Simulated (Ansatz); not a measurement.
# GaAs2Pb: relaxing a made-up structure, part 2 of 2

Starting from a made-up structure for GaAs2Pb, the aim is the relaxed cell, its shortest contacts and, where a second run follows, its electronic structure.

Ansatz 0.2.0; DFT, r2SCAN, plane-wave PAW, files of the set soft_1, scalar-relativistic, no spin, cell and ions relaxed at zero pressure; PAW set soft_1 (the session's first sound run).

So far: Set-up; Relaxing cell and atoms.

## (2) Relaxing cell and atoms (continued)

Shortest distances by pair of elements, guess and relaxed (not always the same contact):

| pair | guess (Å) | relaxed (Å) |
| --- | --- | --- |
| As–Ga | 2.667 | 2.494 |
| As–Pb | 2.683 | 2.813 |
| As–As | 4.352 | 3.997 |
| Pb–Pb | 4.361 | 4.219 |
| Ga–Ga | 4.361 | 4.219 |

The relaxation ends with a largest force component of 1.8e-4 eV/Å and a pressure of 0.00 GPa.

## (3) Electronic structure of the relaxed cell

With the geometry fixed, one more self-consistent run, with a narrower smearing and the mesh shown in its input, gives the bands, and its pressure, and its forces where symmetry allows any, show how far the geometry depends on these settings.

This step: DFT, r2SCAN, plane-wave PAW, files of the set soft_1, scalar-relativistic, no spin, bands and density of states at the relaxed cell; PAW set soft_1 (Ansatz 0.2.0).

Input file input.yaml:

```yaml
crystal:
  lattice:
    - [4.2187613077, 0.0, 0.0]
    - [0.0, 4.2187613077, 0.0]
    - [0.0, 0.0, 6.381359764]
  atoms:
    - { symbol: Pb, position: [0.0, 0.0, 0.5] }
    - { symbol: As, position: [0.0, 0.5, 0.2083896321] }
    - { symbol: As, position: [0.5, 0.0, 0.7916103679] }
    - { symbol: Ga, position: [0.5, 0.5, 0.0] }
kpoints:
  mp_grid: { grid: [8, 8, 6] }
  band_path:
    path:
      - [[0.0, 0.0, 0.0], [0.0, 0.5, 0.0], [0.5, 0.5, 0.0], [0.0, 0.0, 0.0], [0.0, 0.0, 0.5], [0.0, 0.5, 0.5], [0.5, 0.5, 0.5], [0.0, 0.0, 0.5]]
      - [[0.0, 0.5, 0.0], [0.0, 0.5, 0.5]]
      - [[0.5, 0.5, 0.0], [0.5, 0.5, 0.5]]
    npoints: 8
scf:
  occupations: { method: fermi_dirac, width: 0.03 }
  n_extra_bands: 8
hamiltonian:
  xc: r2scan
  pseudopotentials: { kind: paw, azcp: { folder: soft_1 } }
output:
  forces: true
  stress: true
  write_bands: true
  dos: { projected: true }
  write_density: true
  write_potential: true
  elf: true
  volumetric_format: npy
```

Launch:

```bash
> ansatz run input.yaml --threads 4 --pin off --max-ram 10240MiB --backend cpu --events-out ev --progress --plain --runs-dir out
```

Numbers of over 12 decimals in the logs are rounded to 6 here.

Log:

```text
[...]
Crystal: 4 atoms, lattice volume = 113.575 Å³
Basis set: ecut = 500 eV, 2871 PW (Γ), exchange–correlation on 128×128×192 points (64 copies of the dense FFT grid, shifted against one another)
Bands: 37, of which v1, the nominal top of the filled ones, is band 29 counted from 1 (28 counted from 0)
Symmetry: 8 space group operations
[...]
k-points: 60 of 384 (time reversal used)
[...]
SCF iter   1: F=—  HF=-25443.693437 eV  |F-HF|=—  |Δ(HF+E_count)|=         —  Δρ=4.16e-2  dr2=4.46e0  dr2_τ=1.56e-2  ethr=3.10e-3  ⟨swp⟩=6.6  Hψ=9930  notcnv=0
[...]
SCF iter  10: F=-25442.606843 eV  HF=-25442.606843 eV  |F-HF|=1.79e-8  |Δ(HF+E_count)|=   8.11e-8  Δρ=5.72e-6  dr2=3.64e-8  dr2_τ=9.51e-10  ethr=1.75e-10  ⟨swp⟩=17.0  Hψ=18548  notcnv=0
SCF 1 converged in 10 iterations: F = -25442.606843 eV  dr2 = 3.64e-8
  Residual-converged pass: ⟨swp⟩=1.0  Hψ=2462  notcnv=0  max |occ|·‖R‖ = 7.0e-9 eV (tolerance 1.0e-8 eV)  dr2=3.64e-8  dr2_τ=9.51e-10  dr2_onsite=2.92e-9  max |Δocc| = 7.8e-11
[...]
NSCF: frozen V_eff on 75 k-points
SCF converged after 10 iterations
Free energy (F): -25442.606843 eV
[...]
Internal energy: -25442.597173 eV  (E = F + TS)
E sigma→0 (E₀):  -25442.602008 eV
Entropy (-TS):   -0.009671 eV (-2.418 meV/atom)
Fermi energy:    7.720561 eV
[...]
--- Forces (eV/Å), atoms counted from 1 ---
  atom   1  Pb    -0.00000000     0.00000000     0.00000000
  atom   2  As     0.00000000    -0.00000000     0.03364653
  atom   3  As     0.00000000    -0.00000000    -0.03364653
  atom   4  Ga    -0.00000000     0.00000000     0.00000000
  max |Σ_I F_I| component: 1.46e-16 eV/Å
--- Stress (GPa, compression-positive) ---
        0.187602       0.000000       0.000000
        0.000000       0.187602      -0.000000
        0.000000      -0.000000       0.042721
  P = ⅓ Tr σ = 0.1393 GPa (1.393 kbar)
--- Band table (eV; the first three rows and the last of 60) ---
  k-point 0: bands = [... 25 lower, 5.1065, 6.0184, 6.7817, 6.7817, 8.5825, 8.9656, 10.0992, 10.0992, ... 4 higher]
  k-point 1: bands = [... 25 lower, 4.4649, 6.5315, 6.5315, 6.8205, 8.6066, 9.1155, 10.1752, 10.4612, ... 4 higher]
  k-point 2: bands = [... 25 lower, 4.6853, 6.0416, 6.0416, 7.7560, 8.7328, 9.4108, 9.6172, 11.2589, ... 4 higher]
  k-point 59: bands = [... 25 lower, 3.7539, 3.7539, 3.9082, 8.7379, 10.3706, 10.3706, 11.1592, 11.5807, ... 4 higher]
```

Wall time 27 s (4 threads of Arm Neoverse V1, shared host); peak memory 0.78 GiB; 1.8 min of CPU time.

Numbers from this step:

```
free energy             : -25442.6068 eV
energy at zero smearing : -25442.6020 eV
smearing term TS        : 0.009671 eV
Fermi energy            : 7.721 eV
pressure                : 0.1393 GPa
```

From bands.tsv, the bands that come nearest the Fermi level along the path, at its corners, in eV from the Fermi level:

| point | band 25 | band 26 | band 27 | band 28 | band 29 | band 30 | band 31 | band 32 |
| --- | --- | --- | --- | --- | --- | --- | --- | --- |
| Γ | -3.34 | -2.61 | -1.70 | -0.94 | -0.94 | 0.86 | 1.25 | 2.38 |
| X | -4.42 | -3.82 | -2.38 | -1.65 | 0.76 | 1.23 | 3.06 | 3.13 |
| M | -3.54 | -3.54 | -3.54 | -3.40 | -1.09 | 0.41 | 0.41 | 1.65 |
| Γ | -3.34 | -2.61 | -1.70 | -0.94 | -0.94 | 0.86 | 1.25 | 2.38 |
| Z | -2.86 | -2.86 | -1.97 | -1.97 | 0.48 | 1.12 | 1.57 | 1.86 |
| R | -2.48 | -2.37 | -2.26 | -1.75 | -1.58 | -0.32 | 2.82 | 3.16 |
| A | -4.22 | -3.97 | -3.97 | -3.81 | 1.02 | 2.65 | 2.65 | 3.44 |
| Z | -2.86 | -2.86 | -1.97 | -1.97 | 0.48 | 1.12 | 1.57 | 1.86 |
| X | -4.42 | -3.82 | -2.38 | -1.65 | 0.76 | 1.23 | 3.06 | 3.13 |
| R | -2.48 | -2.37 | -2.26 | -1.75 | -1.58 | -0.32 | 2.82 | 3.16 |
| M | -3.54 | -3.54 | -3.54 | -3.40 | -1.09 | 0.41 | 0.41 | 1.65 |
| A | -4.22 | -3.97 | -3.97 | -3.81 | 1.02 | 2.65 | 2.65 | 3.44 |

States per cell as run, both spins, in windows of 1 eV, from dos.tsv (zero at the Fermi level):

| from | to | total |
| --- | --- | --- |
| -8 | -7 | 0.47 |
| -7 | -6 | 0.97 |
| -6 | -5 | 0.45 |
| -5 | -4 | 1.28 |
| -4 | -3 | 3.32 |
| -3 | -2 | 2.54 |
| -2 | -1 | 1.10 |
| -1 | 0 | 1.04 |
| 0 | 1 | 1.32 |
| 1 | 2 | 2.03 |
| 2 | 3 | 2.31 |
| 3 | 4 | 2.61 |
| 4 | 5 | 2.31 |

A further 45.9 states lie below the table's range.

ELF in the ac plane at fractional y = 0.000, with atoms of Pb and As within 0.2 Å of it. It is the smooth field of the valence electrons, not physical close to the nuclei.

Ten even steps from '_' (0.01) to '@' (0.71), each cell a mean:
```
____..==**%%%%%%%%##**--..__
__..--##%%%%%%%%%%%%%%**::__
__..++%%%%##==--++%%@@%%==..
__::**@@@@++....::##@@%%++..
..--**@@@@++....::##@@%%++::
----++@@@@##==--++@@@@%%==--
======##@@@@%%%%@@@@@@**====
++++==++##@@@@@@@@%%**==++++
::--++==++**######**======--
__..==++==============++--__
____==++==--::..::==++++::__
..::++**++::..__..--++**==..
==++**++==::____..--++****++
++++++==--..______..--==++++
------::..__________..::----
::....________________......
..__________________________
____________________________
____________________________
________..::------..________
______..--++******==::..____
```
Columns run along a (4.2 Å), rows up along c (6.4 Å). Atoms in or near the plane, at fractional coordinates: Pb at (0.00, 0.50), As at (0.50, 0.79).

Electrostatic potential energy in the ac plane at fractional y = 0.000, with atoms of Pb and As within 0.2 Å of it. With pseudopotentials it is smooth inside the atoms' cores, unlike the true potential.

Ten even steps from '_' (-34 eV) to '@' (12 eV), each cell a mean:
```
@@@@@@@@@@%%######%%@@@@@@@@
@@@@@@@@%%**++++++##%%@@@@@@
@@@@@@%%**++##%%##++##@@@@@@
@@@@@@%%++##@@@@@@++**%%@@@@
@@@@@@%%++##@@@@@@****%%@@@@
%%%%@@%%**++%%@@##++##%%@@%%
**##%%%%##**++++++**%%%%####
..::++##%%%%######%%%%##==::
____..**%%@@@@@@@@%%%%==____
..____==%%@@@@@@@@%%##::____
..____==%%@@@@@@@@%%##::__..
____..++%%@@@@@@@@@@##--____
__..==##%%@@@@@@@@@@%%**::__
++**##%%@@@@@@@@@@@@@@%%##++
%%%%%%@@@@@@@@@@@@@@@@@@%%%%
@@@@@@@@@@@@@@@@@@@@@@@@@@@@
@@@@@@@@@@@@@@@@@@@@@@@@@@@@
@@@@@@@@@@@@@@@@@@@@@@@@@@@@
@@@@@@@@@@@@@@@@@@@@@@@@@@@@
@@@@@@@@@@@@@@@@@@@@@@@@@@@@
@@@@@@@@@@@@@@@@@@@@@@@@@@@@
```
Columns run along a (4.2 Å; values clipped at the 3rd and 97th percentile), rows up along c (6.4 Å). Atoms in or near the plane, at fractional coordinates: Pb at (0.00, 0.50), As at (0.50, 0.79).

Valence density in the ac plane at fractional y = 0.000, with atoms of Pb and As within 0.2 Å of it. It is the smooth field of the valence electrons, not physical close to the nuclei.

Ten steps, logarithmic in the rise over the least value, from '0' (0 e/Å³) to '9' (33 e/Å³), each cell a mean:
```
00000111110000
00001122211000
00011367521000
00012589831100
00012589832100
00112367521100
11111223221111
33211111111123
55321100011245
66421000001356
66421000001356
65420000001245
44210000000134
22100000000012
10000000000001
00000000000000
00000000000000
00000000000000
00000000000000
00000000000000
00000000000000
```
Columns run along a (4.2 Å), rows up along c (6.4 Å). Atoms in or near the plane, at fractional coordinates: Pb at (0.00, 0.50), As at (0.50, 0.79).

## (4) Outcome

| Quantity | Value |
| --- | --- |
| space group, relaxed | P-4m2 |
| conventional cell | a = 4.219, b = 4.219, c = 6.381 Å; α = 90.0°, β = 90.0°, γ = 90.0° |
| volume per atom | 28.39 Å³ (guess 29.46) |

GaAs2Pb relaxes to P-4m2 with a = 4.219, b = 4.219 and c = 6.381 Å. The guessed volume was 4 % too large. The space group P-4m2 was held in the relaxation, so the end point is a stationary structure within it and may be a saddle against distortions or other arrangements. Bands cross the Fermi level, so it is a metal or semimetal at this level. The electron count is odd, which forces that without spin polarisation or a larger cell. On the 8×8×6 mesh with the narrower smearing (relaxed on 6×6×5) the largest force component is 0.034 eV/Å and the largest stress component is 0.188 GPa, against the relaxation's thresholds of 0.015 eV/Å and 0.05 GPa. The cutoff wasn't tested. Spin-orbit coupling is left out, which can matter for elements this heavy. No dispersion term is used, so weakly bound directions may come out too long. Nothing here tests whether the compound is stable against decomposition.

[Logs are printed without paths, hosts, clocks, repeated set-up lines and the standing remarks that a program may print on its own settings, such as how far it seeks lower states.]

[Hosts, paths, dates, database ids (printed as entryN), source tags and the programs' standing remarks are cut or masked in the printed files.]
